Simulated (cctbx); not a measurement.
## Diagnosing a refinement

Cell a = 6.0420 Å, b = 6.0420 Å, c = 19.2320 Å, α = 90.00°, β = 90.00°, γ = 120.00°; space group R3c (no. 161). The compound is InCS3.

The data are simulated with cctbx, not measured: synchrotron X-rays, λ = 0.6889 Å, to d = 0.8 Å, 70 % of the full sphere, strongest reflection 70000 counts, noise from counting, a 6 % proportional error and a noise floor of 4 counts (s.d.); no absorption.

An anisotropic refinement with weights 1/σ² prints:

```text
Rint 0.048, 17 unique reflections to 2.18 A
cycle     R1     wR2    GooF  max shift (A)
   1  0.0108  0.0292   2.046   0.00000
final R1 0.0108 wR2 0.0292 GooF 2.046  parameters 15  data/parameter 1.1
atom        x        y        z      Ueq    occ   su(xyz)  su(Uiso or U11)
In1    0.33333  0.66667  0.15033   0.0038  1.000  0.00532 20.6477
S1     0.65849  0.05343  0.06853   0.0052  1.000  0.50435 27.6148
C1     0.00000  0.00000  0.23565   0.0085  1.000  0.31140 74.8305
difference map: max 0.11 min -0.05 rms 0.03
Q1    0.0000  0.0000  0.3789    6    0.11  2.01 A from In1
Q2    0.0000  0.0000  0.0886    6    0.11  2.02 A from In1
```

Q: Accept it or mend it, and why?

Mend it. The fault: data cut at low resolution. Against the right model at the same level, R1 goes from 0.0135 to 0.0108 and GooF from 0.95 to 2.05. The atoms are right, but there are too few data for the parameters: R1 flatters and the s.u.s grow. Data per parameter fall from 18.3 to 1.1.

The compound is InCS3. The right model at the same level gives:

```text
Rint 0.043, 274 unique reflections to 0.80 A
cycle     R1     wR2    GooF  max shift (A)
   1  0.0137  0.0355   0.987   0.01982
   8  0.0135  0.0341   0.948   0.00120
final R1 0.0135 wR2 0.0341 GooF 0.948  parameters 15  data/parameter 18.3
atom        x        y        z      Ueq    occ   su(xyz)  su(Uiso or U11)
In1    0.33333  0.66667  0.15032   0.0039  1.000  0.00001  0.0002
S1     0.65853  0.05339  0.06821   0.0053  1.000  0.00023  0.0002
C1     0.00000  0.00000  0.23851   0.0059  1.000  0.00203  0.0015  NPD
Flack x: -0.001(17)
Hooft y: 0.015(52)  Bijvoet pairs: 133
difference map: max 0.32 min -0.27 rms 0.09
Q1    0.1940  0.1066  0.8672   18    0.32  1.70 A from S1
Q2    0.0660  0.1870  0.0994   18    0.31  1.82 A from S1
Q3    0.1667  0.0278  0.8981   18    0.28  1.32 A from S1
Q4    0.0920  0.3700  0.4810   18    0.26  1.86 A from S1
Q5    0.0278  0.1667  0.5741   18    0.26  1.37 A from S1
Q6    0.1135  0.0569  0.6418   18    0.26  1.95 A from C1
```

This is a model crystal, built by substitution and not relaxed, with assumed displacement parameters.

[Middle refinement cycles are left out of these outputs.]

[Logs are printed without paths, hosts, clocks, repeated set-up lines and the standing remarks that a program may print on its own settings, such as how far it seeks lower states.]
